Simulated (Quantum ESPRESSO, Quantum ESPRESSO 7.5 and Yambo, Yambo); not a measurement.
# Quasiparticle gap of LiNbO3 (R3c) in Yambo

Aim: the G0W0 gap of LiNbO3 (R3c) on PBE, step by step.

Method: PBE and many-body steps on it, plane waves, in Quantum ESPRESSO 7.5 and Yambo 5.3.0.

### 1. Set-up

Symmetry: R3c, No. 161, trigonal system. Conventional cell: a = 5.152 Å, b = 5.152 Å, c = 13.869 Å, α = 90.00°, β = 90.00°, γ = 120.00°. Nearest to Li lie 6 O at 2.07 to 2.24 Å. Nearest to Nb lie 6 O at 1.88 to 2.13 Å. Nearest to O lie 2 Nb at 1.88 to 2.13 Å and 2 Li at 2.07 to 2.24 Å. Farther neighbours and most contacts between anions are not listed.

The cell and positions come from the Crystallography Open Database and are kept as given unless a step says otherwise.

### 2. Ground state

This step: Quantum ESPRESSO 7.5; DFT, PBE, plane waves, norm-conserving pseudopotentials.

The ground-state density comes first.

Contents of pw.in:

```
&control
  calculation = 'scf'
  prefix = 'x'
  outdir = 'o'
  pseudo_dir = 'pseudo'
/
&system
  ibrav = 0
  nat = 10
  ntyp = 3
  ecutwfc = 74.0
  nbnd = 43
  force_symmorphic = .true.
/
&electrons
  conv_thr = 1e-10
  electron_maxstep = 80
  mixing_beta = 0.5
/
ATOMIC_SPECIES
  Li 6.94 Li.upf
  Nb 92.906 Nb.upf
  O 15.999 O.upf
CELL_PARAMETERS angstrom
  2.5758000000 1.4871388234 4.6230000000
  -2.5758000000 1.4871388234 4.6230000000
  0.0000000000 -2.9742776468 4.6230000000
ATOMIC_POSITIONS crystal
  Li 0.2815000000 0.2815000000 0.2815000000
  Li 0.7815000000 0.7815000000 0.7815000000
  Nb 0.0000550000 0.0000550000 0.0000550000
  Nb 0.5000550000 0.5000550000 0.5000550000
  O 0.1123100000 0.3583600000 0.7195900000
  O 0.7195900000 0.1123100000 0.3583600000
  O 0.3583600000 0.7195900000 0.1123100000
  O 0.2195900000 0.8583600000 0.6123100000
  O 0.8583600000 0.6123100000 0.2195900000
  O 0.6123100000 0.2195900000 0.8583600000
K_POINTS automatic
  6 6 6 0 0 0
```

Launch:

```sh
OMP_NUM_THREADS=1 mpirun -n 4 pw.x -nk 4 -in pw.in > pw.out
```

The log of the run:

```text
Program PWSCF v.7.5 starts

     This program is part of the open-source Quantum ESPRESSO suite
     for quantum simulation of materials; please cite
         "P. Giannozzi et al., J. Phys.:Condens. Matter 21 395502 (2009);
         "P. Giannozzi et al., J. Phys.:Condens. Matter 29 465901 (2017);
         "P. Giannozzi et al., J. Chem. Phys. 152 154105 (2020);
     in publications or presentations arising from this work. More details at
     Message from routine setup:
     using ibrav=0 with symmetry is DISCOURAGED, use correct ibrav instead

     G-vector sticks info

     bravais-lattice index     =            0
     lattice parameter (alat)  =      10.3881  a.u.
     unit-cell volume          =     717.0268 (a.u.)^3
     number of atoms/cell      =           10
     number of atomic types    =            3
     number of electrons       =        68.00
     number of Kohn-Sham states=           43
     kinetic-energy cutoff     =      74.0000  Ry
     charge density cutoff     =     296.0000  Ry
     scf convergence threshold =      1.0E-10
     mixing beta               =       0.5000
     number of iterations used =            8  plain     mixing
     Exchange-correlation= PBE
                           (   1   4   3   4   0   0   0)

     celldm(1)=  10.388073  celldm(2)=   0.000000  celldm(3)=   0.000000
     celldm(4)=   0.000000  celldm(5)=   0.000000  celldm(6)=   0.000000

     crystal axes: (cart. coord. in units of alat)
               a(1) = (   0.468572   0.270530   0.840984 )
               a(2) = (  -0.468572   0.270530   0.840984 )
               a(3) = (   0.000000  -0.541060   0.840984 )

     reciprocal axes: (cart. coord. in units 2 pi/alat)
               b(1) = (  1.067073  0.616075  0.396361 )
               b(2) = ( -1.067073  0.616075  0.396361 )
               b(3) = (  0.000000 -1.232149  0.396361 )
     Pseudo is Norm-conserving, Zval =  3.0
     Generated using ONCVPSP code by D. R. Hamann
     Using radial grid of 1944 points,  4 beta functions with:
     Pseudo is Norm-conserving + core correction, Zval = 13.0
     Generated using ONCVPSP code by D. R. Hamann
     Using radial grid of 1680 points,  6 beta functions with:
     Pseudo is Norm-conserving + core correction, Zval =  6.0
     Generated using ONCVPSP code by D. R. Hamann
     Using radial grid of  936 points,  5 beta functions with:
     Li                3.00     6.94000     Li( 1.00)
     Nb               13.00    92.90600     Nb( 1.00)
     O                 6.00    15.99900     O ( 1.00)

      3 Sym. Ops. (no inversion) found

   Cartesian axes

     site n.     atom                  positions (alat units)
         1        Li     tau(   1) = (   0.0000000  -0.0000000   0.7102110  )
         2        Li     tau(   2) = (  -0.0000000  -0.0000000   1.9716871  )
         3        Nb     tau(   3) = (  -0.0000000   0.0000000   0.0001388  )
         4        Nb     tau(   4) = (   0.0000000   0.0000000   1.2616148  )
         5        O      tau(   5) = (  -0.1152921  -0.2620110   1.0009897  )
         6        O      tau(   6) = (   0.2845542   0.0311596   1.0009897  )
         7        O      tau(   7) = (  -0.1692621   0.2308513   1.0009897  )
         8        O      tau(   8) = (  -0.2993095  -0.0396786   1.4214817  )
         9        O      tau(   9) = (   0.1152921   0.2790490   1.4214817  )
        10        O      tau(  10) = (   0.1840175  -0.2393703   1.4214817  )

     number of k points=    40
                       cart. coord. in units 2pi/alat
        k(    1) = (   0.0000000   0.0000000   0.0000000), wk =   0.0092593
        k(    2) = (   0.0000000  -0.2053582   0.0660602), wk =   0.0555556
        k(    3) = (   0.0000000  -0.4107165   0.1321204), wk =   0.0555556
        k(    4) = (  -0.0000000   0.6160747  -0.1981805), wk =   0.0277778
        k(    5) = (  -0.1778454  -0.1026791   0.1321204), wk =   0.0555556
        k(    6) = (  -0.1778454  -0.3080374   0.1981805), wk =   0.0555556
        k(    7) = (  -0.1778454   0.7187538  -0.1321204), wk =   0.0555556
        k(    8) = (  -0.1778454   0.5133956  -0.0660602), wk =   0.0555556
        k(    9) = (  -0.1778454   0.3080374   0.0000000), wk =   0.0555556
        k(   10) = (  -0.3556909  -0.2053582   0.2642407), wk =   0.0555556
     [... 28 further rows ...]
        k(   39) = (  -0.1778454  -0.5133956  -0.1321204), wk =   0.0555556
        k(   40) = (   0.7113818  -0.2053582   0.2642407), wk =   0.0555556

     Dense  grid:    61661 G-vectors     FFT dimensions: (  60,  60,  60)

     Initial potential from superposition of free atoms

     starting charge      67.9862, renormalised to      68.0000
     Starting wfcs are   48 randomized atomic wfcs

     per-process dynamical memory:   109.8 Mb

     Self-consistent Calculation

     iteration #  1     ecut=    74.00 Ry     beta= 0.50

     total energy              =    -475.57835717 Ry
     estimated scf accuracy    <       4.72831705 Ry

     iteration #  2     ecut=    74.00 Ry     beta= 0.50

     total energy              =    -476.46483648 Ry
     estimated scf accuracy    <       3.95090593 Ry

     iteration #  3     ecut=    74.00 Ry     beta= 0.50

     total energy              =    -477.33766810 Ry
     estimated scf accuracy    <       0.14872511 Ry

     iteration #  4     ecut=    74.00 Ry     beta= 0.50

     total energy              =    -477.32281926 Ry
     estimated scf accuracy    <       0.06960461 Ry

     iteration #  5     ecut=    74.00 Ry     beta= 0.50

     total energy              =    -477.34420305 Ry
     estimated scf accuracy    <       0.02796671 Ry

     iteration #  6     ecut=    74.00 Ry     beta= 0.50

     total energy              =    -477.34348753 Ry
     estimated scf accuracy    <       0.00597747 Ry

     iteration #  7     ecut=    74.00 Ry     beta= 0.50

     total energy              =    -477.34441376 Ry
     estimated scf accuracy    <       0.00012580 Ry

     iteration #  8     ecut=    74.00 Ry     beta= 0.50

     total energy              =    -477.34446662 Ry
     estimated scf accuracy    <       0.00016798 Ry

     iteration #  9     ecut=    74.00 Ry     beta= 0.50

     total energy              =    -477.34446297 Ry
     estimated scf accuracy    <       0.00004297 Ry

     iteration # 10     ecut=    74.00 Ry     beta= 0.50

     total energy              =    -477.34446407 Ry
     estimated scf accuracy    <       0.00000637 Ry

     iteration # 11     ecut=    74.00 Ry     beta= 0.50

     total energy              =    -477.34446540 Ry
     estimated scf accuracy    <       0.00000002 Ry

     iteration # 12     ecut=    74.00 Ry     beta= 0.50

     total energy              =    -477.34446543 Ry
     estimated scf accuracy    <          6.2E-09 Ry

     iteration # 13     ecut=    74.00 Ry     beta= 0.50

     total energy              =    -477.34446543 Ry
     estimated scf accuracy    <          9.0E-10 Ry

     iteration # 14     ecut=    74.00 Ry     beta= 0.50

     End of self-consistent calculation

          k = 0.0000 0.0000 0.0000 (  7739 PWs)   bands (ev):

   -46.8266 -46.8113 -35.2712 -35.2686 -23.1627 -23.1627 -23.0810 -23.0039
   -23.0039 -22.8943  -9.6092  -8.9424  -8.9424  -8.0385  -7.8224  -7.8224
     2.8693   2.8693   3.0779   3.1381   3.1381   4.0336   5.1843   5.2728
     5.2728   6.0814   6.4007   6.4007   6.5971   6.5994   6.5994   6.8129
     7.2861   7.2861  10.9044  10.9044  11.3718  12.4827  12.4827  12.6540
    14.6192  15.0148  15.0148

          k = 0.0000-0.2054 0.0661 (  7720 PWs)   bands (ev):

   -46.8255 -46.8123 -35.2710 -35.2688 -23.1539 -23.1526 -23.0683 -23.0162
   -23.0151 -22.9067  -9.5004  -8.8816  -8.8797  -8.1135  -7.9300  -7.9098
     2.7973   2.8955   3.2255   3.3920   3.4178   4.1079   4.8626   4.9931
     5.0672   6.0458   6.1629   6.4526   6.4731   6.7813   6.7847   6.8680
     7.1548   7.2073  10.9527  10.9624  11.3688  12.3926  12.6231  12.6295
    14.9414  14.9834  15.1227

          k = 0.0000-0.4107 0.1321 (  7716 PWs)   bands (ev):

   -46.8227 -46.8151 -35.2706 -35.2693 -23.1284 -23.1247 -23.0486 -23.0455
   -23.0337 -22.9406  -9.2009  -8.7186  -8.7066  -8.3457  -8.1843  -8.1341
     2.9303   3.1037   3.4869   3.8859   3.9485   4.1895   4.2121   4.5871
     4.8293   5.4820   5.8498   6.1766   6.7156   6.7846   6.8162   6.9531
     7.0707   7.2066  10.9871  11.2131  11.7078  12.0261  12.5262  12.5563
    15.1619  15.5052  15.7183

          k =-0.0000 0.6161-0.1982 (  7700 PWs)   bands (ev):

     [... further k-points ...]

     highest occupied, lowest unoccupied level (ev):     7.2933   10.9000

!    total energy              =    -477.34446543 Ry
     estimated scf accuracy    <          2.7E-11 Ry

     The total energy is the sum of the following terms:
     one-electron contribution =    -144.64475579 Ry
     hartree contribution      =     105.44416366 Ry
     xc contribution           =    -109.31723511 Ry
     ewald contribution        =    -328.82663819 Ry

     convergence has been achieved in  14 iterations

     XML data file, charge density, pseudopotentials, collected wavefunctions

=------------------------------------------------------------------------------=
   JOB DONE.
=------------------------------------------------------------------------------=
```

Run time: 33 s. Hardware: 4 MPI ranks of AMD EPYC 9R45, shared host; peak memory 0.71 GiB.

Numbers from this step:

```yaml
total_energy: -6494.6023 eV
gap: 3.607 eV
k_of_the_valence_top: 0.1667, 0.1667, 0.1667
k_of_the_conduction_bottom: 0, 0.1667, 0.1667
least_direct_gap: 3.618 eV
```

The gap is indirect, with the least direct gap 0.012 eV higher.

### 3. Bands along the symmetry lines

The cheap functional maps the bands first; the places of the edges decide which points the dearer methods must see.

Contents of pw.in:

```
&control
  calculation = 'bands'
  prefix = 'x'
  outdir = 'o'
  pseudo_dir = 'pseudo'
/
&system
  ibrav = 0
  nat = 10
  ntyp = 3
  ecutwfc = 74.0
  nbnd = 40
  force_symmorphic = .true.
/
&electrons
  conv_thr = 1e-9
  electron_maxstep = 80
  diago_full_acc = .true.
  diago_thr_init = 5e-6
/
ATOMIC_SPECIES
  Li 6.94 Li.upf
  Nb 92.906 Nb.upf
  O 15.999 O.upf
CELL_PARAMETERS angstrom
  2.5758000000 1.4871388234 4.6230000000
  -2.5758000000 1.4871388234 4.6230000000
  0.0000000000 -2.9742776468 4.6230000000
ATOMIC_POSITIONS crystal
  Li 0.2815000000 0.2815000000 0.2815000000
  Li 0.7815000000 0.7815000000 0.7815000000
  Nb 0.0000550000 0.0000550000 0.0000550000
  Nb 0.5000550000 0.5000550000 0.5000550000
  O 0.1123100000 0.3583600000 0.7195900000
  O 0.7195900000 0.1123100000 0.3583600000
  O 0.3583600000 0.7195900000 0.1123100000
  O 0.2195900000 0.8583600000 0.6123100000
  O 0.8583600000 0.6123100000 0.2195900000
  O 0.6123100000 0.2195900000 0.8583600000
K_POINTS crystal
  59
  0.00000000 0.00000000 0.00000000 1
  -0.06250000 -0.06250000 -0.06250000 1
  -0.12500000 -0.12500000 -0.12500000 1
  -0.18750000 -0.18750000 -0.18750000 1
  -0.25000000 -0.25000000 -0.25000000 1
  -0.31250000 -0.31250000 -0.31250000 1
  -0.37500000 -0.37500000 -0.37500000 1
  -0.43750000 -0.43750000 -0.43750000 1
  -0.50000000 -0.50000000 -0.50000000 1
  -0.50000000 -0.46695664 -0.53304336 1
  -0.50000000 -0.43391329 -0.56608671 1
  -0.50000000 -0.40086993 -0.59913007 1
  -0.50000000 -0.36782657 -0.63217342 1
  -0.50000000 -0.33478322 -0.66521678 1
  -0.50000000 -0.30173986 -0.69826014 1
  -0.50000000 -0.26869651 -0.73130349 1
  -0.50000000 -0.23565315 -0.76434685 1
  -0.23565315 0.23565315 -0.50000000 1
  -0.20619651 0.20619651 -0.50000000 1
  -0.17673986 0.17673986 -0.50000000 1
  -0.14728322 0.14728322 -0.50000000 1
  -0.11782658 0.11782658 -0.50000000 1
  -0.08836993 0.08836993 -0.50000000 1
  -0.05891329 0.05891329 -0.50000000 1
  -0.02945664 0.02945664 -0.50000000 1
  0.00000000 0.00000000 -0.50000000 1
  0.00000000 0.00000000 -0.43750000 1
  0.00000000 0.00000000 -0.37500000 1
  0.00000000 0.00000000 -0.31250000 1
  0.00000000 0.00000000 -0.25000000 1
  0.00000000 0.00000000 -0.18750000 1
  0.00000000 0.00000000 -0.12500000 1
  0.00000000 0.00000000 -0.06250000 1
  0.00000000 0.00000000 0.00000000 1
  0.00000000 0.04597832 -0.04597832 1
  0.00000000 0.09195664 -0.09195664 1
  0.00000000 0.13793496 -0.13793496 1
  0.00000000 0.18391329 -0.18391329 1
  0.00000000 0.22989161 -0.22989161 1
  0.00000000 0.27586993 -0.27586993 1
  0.00000000 0.32184825 -0.32184825 1
  0.00000000 0.36782657 -0.36782657 1
  -0.36782657 0.00000000 -0.63217343 1
  -0.38434825 0.00000000 -0.61565175 1
  -0.40086993 0.00000000 -0.59913007 1
  -0.41739161 0.00000000 -0.58260839 1
  -0.43391329 0.00000000 -0.56608671 1
  -0.45043496 0.00000000 -0.54956504 1
  -0.46695664 0.00000000 -0.53304336 1
  -0.48347832 0.00000000 -0.51652168 1
  -0.50000000 0.00000000 -0.50000000 1
  -0.43750000 0.00000000 -0.43750000 1
  -0.37500000 0.00000000 -0.37500000 1
  -0.31250000 0.00000000 -0.31250000 1
  -0.25000000 0.00000000 -0.25000000 1
  -0.18750000 0.00000000 -0.18750000 1
  -0.12500000 0.00000000 -0.12500000 1
  -0.06250000 0.00000000 -0.06250000 1
  0.00000000 0.00000000 0.00000000 1
```

The log of the run:

```text
[banner, memory and clock lines left out]
Program PWSCF v.7.5 starts

     Atomic positions and unit cell read from directory:
     o/x.save/

     Message from routine setup:
     using ibrav=0 with symmetry is DISCOURAGED, use correct ibrav instead

     G-vector sticks info

     bravais-lattice index     =            0
     lattice parameter (alat)  =      10.3881  a.u.
     unit-cell volume          =     717.0268 (a.u.)^3
     number of atoms/cell      =           10
     number of atomic types    =            3
     number of electrons       =        68.00
     number of Kohn-Sham states=           40
     kinetic-energy cutoff     =      74.0000  Ry
     charge density cutoff     =     296.0000  Ry
     Exchange-correlation= PBE
                           (   1   4   3   4   0   0   0)

     celldm(1)=  10.388073  celldm(2)=   0.000000  celldm(3)=   0.000000
     celldm(4)=   0.000000  celldm(5)=   0.000000  celldm(6)=   0.000000

     crystal axes: (cart. coord. in units of alat)
               a(1) = (   0.468572   0.270530   0.840984 )
               a(2) = (  -0.468572   0.270530   0.840984 )
               a(3) = (   0.000000  -0.541060   0.840984 )

     reciprocal axes: (cart. coord. in units 2 pi/alat)
               b(1) = (  1.067073  0.616075  0.396361 )
               b(2) = ( -1.067073  0.616075  0.396361 )
               b(3) = (  0.000000 -1.232149  0.396361 )
     Pseudo is Norm-conserving, Zval =  3.0
     Generated using ONCVPSP code by D. R. Hamann
     Using radial grid of 1944 points,  4 beta functions with:
     Pseudo is Norm-conserving + core correction, Zval = 13.0
     Generated using ONCVPSP code by D. R. Hamann
     Using radial grid of 1680 points,  6 beta functions with:
     Pseudo is Norm-conserving + core correction, Zval =  6.0
     Generated using ONCVPSP code by D. R. Hamann
     Using radial grid of  936 points,  5 beta functions with:
     Li                3.00     6.94000     Li( 1.00)
     Nb               13.00    92.90600     Nb( 1.00)
     O                 6.00    15.99900     O ( 1.00)

      3 Sym. Ops. (no inversion) found

   Cartesian axes

     site n.     atom                  positions (alat units)
         1        Li     tau(   1) = (   0.0000000  -0.0000000   0.7102110  )
         2        Li     tau(   2) = (  -0.0000000  -0.0000000   1.9716871  )
         3        Nb     tau(   3) = (  -0.0000000   0.0000000   0.0001388  )
         4        Nb     tau(   4) = (   0.0000000   0.0000000   1.2616148  )
         5        O      tau(   5) = (  -0.1152921  -0.2620110   1.0009897  )
         6        O      tau(   6) = (   0.2845542   0.0311596   1.0009897  )
         7        O      tau(   7) = (  -0.1692621   0.2308513   1.0009897  )
         8        O      tau(   8) = (  -0.2993095  -0.0396786   1.4214817  )
         9        O      tau(   9) = (   0.1152921   0.2790490   1.4214817  )
        10        O      tau(  10) = (   0.1840175  -0.2393703   1.4214817  )

     number of k points=    59
                       cart. coord. in units 2pi/alat
        k(    1) = (   0.0000000   0.0000000   0.0000000), wk =   0.0338983
        k(    2) = (  -0.0000000   0.0000000  -0.0743177), wk =   0.0338983
        k(    3) = (  -0.0000000   0.0000000  -0.1486354), wk =   0.0338983
[...]
[... 47 further rows ...]
        k(   58) = (  -0.0666920   0.0385047  -0.0495451), wk =   0.0338983
        k(   59) = (   0.0000000   0.0000000   0.0000000), wk =   0.0338983

     Dense  grid:    61661 G-vectors     FFT dimensions: (  60,  60,  60)

     The potential is recalculated from file :
     o/x.save/charge-density

     Starting wfcs are   48 randomized atomic wfcs

     Band Structure Calculation

     End of band structure calculation

          k = 0.0000 0.0000 0.0000 (  7739 PWs)   bands (ev):

   -46.8266 -46.8113 -35.2712 -35.2686 -23.1627 -23.1627 -23.0810 -23.0039
   -23.0039 -22.8943  -9.6091  -8.9424  -8.9424  -8.0385  -7.8223  -7.8223
     2.8694   2.8694   3.0779   3.1381   3.1381   4.0337   5.1843   5.2728
[...]
k =-0.0000 0.0000-0.0743 (  7734 PWs)   bands (ev):

[...]
k =-0.0000 0.0000-0.1486 (  7737 PWs)   bands (ev):

[...]
k =-0.0000 0.0000-0.2230 (  7707 PWs)   bands (ev):

[...]
k =-0.0000-0.0000-0.5202 (  7695 PWs)   bands (ev):

[...]
k = 0.0000 0.0000 0.0000 (  7739 PWs)   bands (ev):

[...]
k =-0.0491 0.0850 0.0000 (  7737 PWs)   bands (ev):

[...]
k =-0.0981 0.1700 0.0000 (  7711 PWs)   bands (ev):

[...]
k =-0.2453 0.4249 0.0000 (  7685 PWs)   bands (ev):

[...]
k =-0.2944 0.5099 0.0000 (  7687 PWs)   bands (ev):

[...]
k =-0.1334 0.0770-0.0991 (  7732 PWs)   bands (ev):

[...]
k =-0.0667 0.0385-0.0495 (  7737 PWs)   bands (ev):

[...]
k = 0.0000 0.0000 0.0000 (  7739 PWs)   bands (ev):

[...]
5.2728   6.0815   6.4007   6.4007   6.5971   6.5994   6.5994   6.8130
     7.2861   7.2861  10.9044  10.9044  11.3718  12.4828  12.4829  12.6540

     XML data file, pseudopotentials, collected wavefunctions
```

Elapsed: 11 s, on 4 MPI ranks; peak memory 0.45 GiB.

This step gave:

- gap: 3.581 eV
- k of the valence top: -0.125, -0.125, -0.125
- k of the conduction bottom: -0.3843, 0, -0.6157
- least direct gap: 3.618 eV

The gap is 3.581 eV, −0.025 eV from the run before at this level.

The electronic bands at the labelled points (eV, zero at the top of the highest filled band):

| point | band 31 | band 32 | band 33 | band 34 | band 35 | band 36 | band 37 | band 38 |
| --- | --- | --- | --- | --- | --- | --- | --- | --- |
| Γ | -0.70 | -0.48 | -0.01 | -0.01 | 3.61 | 3.61 | 4.08 | 5.19 |
| halfway | -0.62 | -0.42 | -0.03 | -0.03 | 4.03 | 4.03 | 4.24 | 5.13 |
| T | -0.32 | -0.32 | -0.32 | -0.32 | 4.66 | 4.66 | 4.86 | 4.86 |
| halfway | -0.57 | -0.57 | -0.26 | -0.26 | 4.32 | 4.32 | 4.81 | 4.81 |
| H2 | -0.58 | -0.58 | -0.26 | -0.26 | 3.93 | 3.93 | 4.77 | 4.77 |
| jump to H0 | -0.58 | -0.58 | -0.26 | -0.26 | 3.93 | 3.93 | 4.77 | 4.77 |
| halfway | -0.47 | -0.47 | -0.18 | -0.18 | 3.82 | 3.82 | 4.78 | 4.78 |
| L | -0.30 | -0.30 | -0.22 | -0.22 | 3.91 | 3.91 | 4.74 | 4.74 |
| halfway | -0.47 | -0.41 | -0.21 | -0.08 | 3.66 | 3.77 | 4.21 | 4.92 |
| Γ | -0.70 | -0.48 | -0.01 | -0.01 | 3.61 | 3.61 | 4.08 | 5.19 |
| halfway | -0.50 | -0.34 | -0.29 | -0.06 | 3.70 | 3.97 | 4.21 | 4.74 |
| S0 | -0.71 | -0.50 | -0.40 | -0.11 | 3.59 | 4.11 | 4.70 | 4.78 |
| jump to S2 | -0.71 | -0.50 | -0.40 | -0.11 | 3.59 | 4.11 | 4.70 | 4.78 |
| halfway | -0.72 | -0.60 | -0.43 | -0.15 | 3.62 | 4.16 | 4.63 | 4.76 |
| F | -0.71 | -0.65 | -0.48 | -0.19 | 3.70 | 4.18 | 4.63 | 4.68 |
| halfway | -0.70 | -0.37 | -0.30 | -0.09 | 3.67 | 4.15 | 4.26 | 4.72 |
| Γ | -0.70 | -0.48 | -0.01 | -0.01 | 3.61 | 3.61 | 4.08 | 5.19 |

(Continued in part 2 of 3.)

[Paths, hosts, dates, memory and timing lines, banners, echoed tables and standing remarks are left out of the program output.]

[Logs are printed without paths, hosts, clocks, repeated set-up lines and the standing remarks that a program may print on its own settings, such as how far it seeks lower states.]

[Runs of the session that timed out or met a known fault of the program may be left out.]

[Hosts, paths, dates, database ids (printed as entryN), source tags and the programs' standing remarks are cut or masked in the printed files.]
